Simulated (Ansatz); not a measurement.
## (ZnS)1(MgS)3 [0001] superlattice, started as wurtzite: relaxing the cell for a phonon run: relaxation

Ansatz 0.2.0; DFT PBE, scalar-relativistic, plane waves, PAW.

The structure was built from a prototype and need not be the compound's stable phase.

The structure is trigonal, space group P3m1 (No. 156). The conventional cell has a = 3.994 Å, b = 3.994 Å, c = 12.941 Å, α = 90.00°, β = 90.00°, γ = 120.00°. Nearest to Mg lie 4 S at 2.44 to 2.47 Å. Nearest to Mg lie 4 S at 2.45 to 2.46 Å. Mg has 4 S at 2.45 to 2.48 Å nearest. Nearest to S lie 1 Zn at 2.36 Å and 3 Mg at 2.44 Å. S has 4 Mg at 2.45 to 2.47 Å nearest. Nearest to S lie 4 Mg at 2.45 to 2.46 Å. Farther neighbours and most contacts between anions are not listed.

Little changed from the start: no atom moved by 0.005 Å and no cell edge by 0.1 %.

Numbers from this step:

```yaml
pressure: -7.01e-4 GPa
gap_on_the_k_mesh: 2.653 eV
volume_per_atom: 22.38 Å³
direct_gap_on_mesh: 2.653 eV
```

Electrostatic potential energy in the ac plane at fractional y = 0.667, with atoms of Mg and S and Zn within 0.2 Å of it. With pseudopotentials it is smooth inside the atoms' cores, unlike the true potential.

Values in eV, 24 rows by 14 columns, each cell a mean:
```
  5   2 -13 -26 -32 -32 -27 -12   1   5   6   6   6   6
  7   6   3  -2  -7  -7  -3   3   6   7   6   5   5   6
  8   8   8   7   7   7   7   8   8   8   8   7   7   8
  8   8   9   9   9   9   9   9   8   8   8   7   7   8
  7   8   8   8   8   8   8   8   8   7   6   5   5   6
  6   6   5   1  -3  -3   0   5   6   5   4   3   3   4
  5   3 -10 -26 -29 -29 -27 -10   2   5   5   4   4   5
  6   1 -18 -31 -26 -26 -32 -17   0   6   7   7   7   7
  8   6  -2 -13 -20 -21 -14  -1   5   8   8   8   8   8
  8   7   5   3   2   2   3   5   7   8   9   9   9   9
  6   4  -1  -8 -15 -15  -8   0   4   6   8   8   8   8
  5   0 -13 -32 -34 -34 -33 -12   0   5   7   8   8   7
  5   1  -9 -26 -33 -33 -28  -8   1   5   6   6   6   6
  6   5   2  -1  -5  -5  -2   3   5   6   6   5   6   6
  8   8   7   6   6   6   6   7   8   8   8   7   7   8
  8   8   8   8   8   8   8   8   8   8   8   8   8   8
  7   8   8   8   8   8   8   8   8   7   6   6   6   6
  6   6   6   3   1   1   3   6   6   6   4   3   3   4
  5   3  -8 -22 -28 -28 -24  -7   3   5   5   4   4   5
  6   1 -19 -31 -25 -25 -32 -18   0   6   7   6   6   7
  8   5  -5 -19 -26 -26 -20  -4   4   8   8   8   8   8
  8   7   5   3   0   0   2   5   7   8   9   9   9   9
  7   5  -2 -12 -18 -18 -13  -2   4   7   8   9   9   8
  6   0 -18 -30 -34 -34 -31 -17  -1   6   7   8   8   8
```
Columns run along a (4.0 Å; values clipped at the 3rd and 97th percentile), rows up along c (12.9 Å). Atoms in or near the plane, at fractional coordinates: Mg at (0.33, 0.50), S at (0.33, 0.18), S at (0.33, 0.69), Zn at (0.33, 0.00).

ELF in the ac plane at fractional y = 0.667, with atoms of Mg and S and Zn within 0.2 Å of it. It is the smooth field of the valence electrons, not physical close to the nuclei.

Values, 24 rows by 14 columns, each cell a mean:
```
0.40 0.21 0.15 0.08 0.03 0.03 0.07 0.15 0.21 0.42 0.60 0.66 0.67 0.62
0.49 0.29 0.17 0.16 0.16 0.16 0.16 0.18 0.29 0.50 0.62 0.66 0.67 0.64
0.36 0.21 0.12 0.09 0.09 0.09 0.09 0.13 0.21 0.37 0.50 0.56 0.57 0.51
0.12 0.07 0.04 0.04 0.04 0.04 0.04 0.05 0.07 0.13 0.23 0.30 0.30 0.23
0.12 0.21 0.31 0.38 0.41 0.41 0.38 0.30 0.22 0.12 0.07 0.06 0.06 0.07
0.47 0.68 0.77 0.79 0.78 0.78 0.79 0.77 0.69 0.44 0.16 0.05 0.04 0.13
0.73 0.85 0.86 0.74 0.49 0.48 0.72 0.87 0.86 0.71 0.35 0.11 0.09 0.32
0.73 0.83 0.82 0.56 0.18 0.17 0.53 0.83 0.84 0.72 0.41 0.13 0.13 0.38
0.56 0.74 0.83 0.84 0.81 0.81 0.84 0.83 0.75 0.55 0.25 0.07 0.07 0.23
0.24 0.45 0.65 0.71 0.72 0.72 0.72 0.64 0.48 0.23 0.08 0.03 0.03 0.07
0.09 0.08 0.08 0.13 0.19 0.19 0.14 0.08 0.08 0.09 0.11 0.13 0.13 0.11
0.30 0.07 0.17 0.38 0.32 0.32 0.39 0.16 0.07 0.32 0.49 0.54 0.54 0.51
0.60 0.22 0.12 0.32 0.36 0.36 0.33 0.12 0.22 0.60 0.73 0.75 0.75 0.74
0.68 0.47 0.15 0.06 0.08 0.08 0.06 0.17 0.45 0.67 0.73 0.75 0.75 0.74
0.50 0.35 0.16 0.07 0.04 0.04 0.07 0.18 0.34 0.50 0.60 0.64 0.65 0.61
0.19 0.11 0.05 0.04 0.03 0.03 0.04 0.06 0.10 0.21 0.32 0.39 0.39 0.32
0.09 0.13 0.20 0.26 0.29 0.29 0.26 0.20 0.14 0.09 0.08 0.09 0.09 0.08
0.40 0.61 0.72 0.74 0.74 0.74 0.75 0.72 0.63 0.38 0.14 0.04 0.04 0.11
0.72 0.85 0.87 0.77 0.57 0.57 0.76 0.87 0.85 0.69 0.33 0.09 0.08 0.29
0.75 0.85 0.83 0.55 0.13 0.12 0.51 0.84 0.85 0.74 0.42 0.13 0.13 0.39
0.56 0.73 0.81 0.80 0.72 0.71 0.79 0.81 0.74 0.55 0.26 0.07 0.07 0.23
0.20 0.36 0.50 0.58 0.61 0.61 0.58 0.50 0.38 0.20 0.07 0.03 0.03 0.06
0.12 0.15 0.17 0.16 0.13 0.13 0.16 0.17 0.15 0.12 0.10 0.11 0.11 0.10
0.22 0.17 0.14 0.04 0.01 0.00 0.03 0.14 0.17 0.24 0.36 0.43 0.43 0.36
```
Columns run along a (4.0 Å), rows up along c (12.9 Å). Atoms in or near the plane, at fractional coordinates: Mg at (0.33, 0.50), S at (0.33, 0.18), S at (0.33, 0.69), Zn at (0.33, 0.00).

Valence density in the ac plane at fractional y = 0.667, with atoms of Mg and S and Zn within 0.2 Å of it. It is the smooth field of the valence electrons, not physical close to the nuclei.

Ten steps, logarithmic in the rise over the least value, from '_' (0 e/Å³) to '@' (21 e/Å³), each cell a mean:
```
....--**%%%%**--............
........::::................
____________________________
____________________________
____________________________
__....::::::::....__________
..::------------::..________
..::----::::----::..________
__..::--------::..__________
____....::::....____________
______::----::______________
____--##@@@@##::____________
....::**%%%%**::............
..______....______..........
____________________........
____________________________
____________________________
__....::::::::....__________
..::------------::..________
..::----::::----::..________
....::--------::..__________
____..::::::::..____________
____::--====--....__________
....--##@@@@##--....________
```
Columns run along a (4.0 Å), rows up along c (12.9 Å). Atoms in or near the plane, at fractional coordinates: Mg at (0.33, 0.50), S at (0.33, 0.18), S at (0.33, 0.69), Zn at (0.33, 0.00).

**Question.** Which input gives these results?

The system, level and task follow from the heading and the kind of results. Meshes, cutoffs and thresholds can't be read from the results; these are the ones that the run used.

Contents of input.yaml:

```yaml
crystal:
  lattice:
    - [3.9936554852, 0.0, 0.0]
    - [-1.9968277426, 3.4586071042, 0.0]
    - [0.0, 0.0, 12.940762149]
  atoms:
    - { symbol: Mg, position: [0.6666666667, 0.3333333333, 0.2448947773] }
    - { symbol: Mg, position: [0.3333333333, 0.6666666667, 0.4991788233] }
    - { symbol: Mg, position: [0.6666666667, 0.3333333333, 0.7532942638] }
    - { symbol: S, position: [0.3333333333, 0.6666666667, 0.1827498007] }
    - { symbol: S, position: [0.6666666667, 0.3333333333, 0.4354314052] }
    - { symbol: S, position: [0.3333333333, 0.6666666667, 0.689562196] }
    - { symbol: S, position: [0.6666666667, 0.3333333333, 0.9445558245] }
    - { symbol: Zn, position: [0.3333333333, 0.6666666667, 0.0003329091] }
kpoints:
  mp_grid: { grid: [6, 6, 2] }
hamiltonian:
  xc: pbe
scf:
  occupations: { method: gaussian, width: 0.02 }
output:
  forces: true
  stress: true
  eigenvalues: true
  write_density: true
  write_potential: true
  elf: true
  volumetric_format: npy
relax:
  adjacent_minimum: "off"
  f_tol: 0.005
  max_steps: 80
  cell: { stress_tol: 0.05 }
```

Launch:

```sh
$ ansatz run input.yaml --threads 4 --pin off --max-ram 14336MiB --backend cpu --events-out ev --progress --plain --runs-dir out
```

[Logs are printed without paths, hosts, clocks, repeated set-up lines and the standing remarks that a program may print on its own settings, such as how far it seeks lower states.]

[Hosts, paths, dates, database ids (printed as entryN), source tags and the programs' standing remarks are cut or masked in the printed files.]
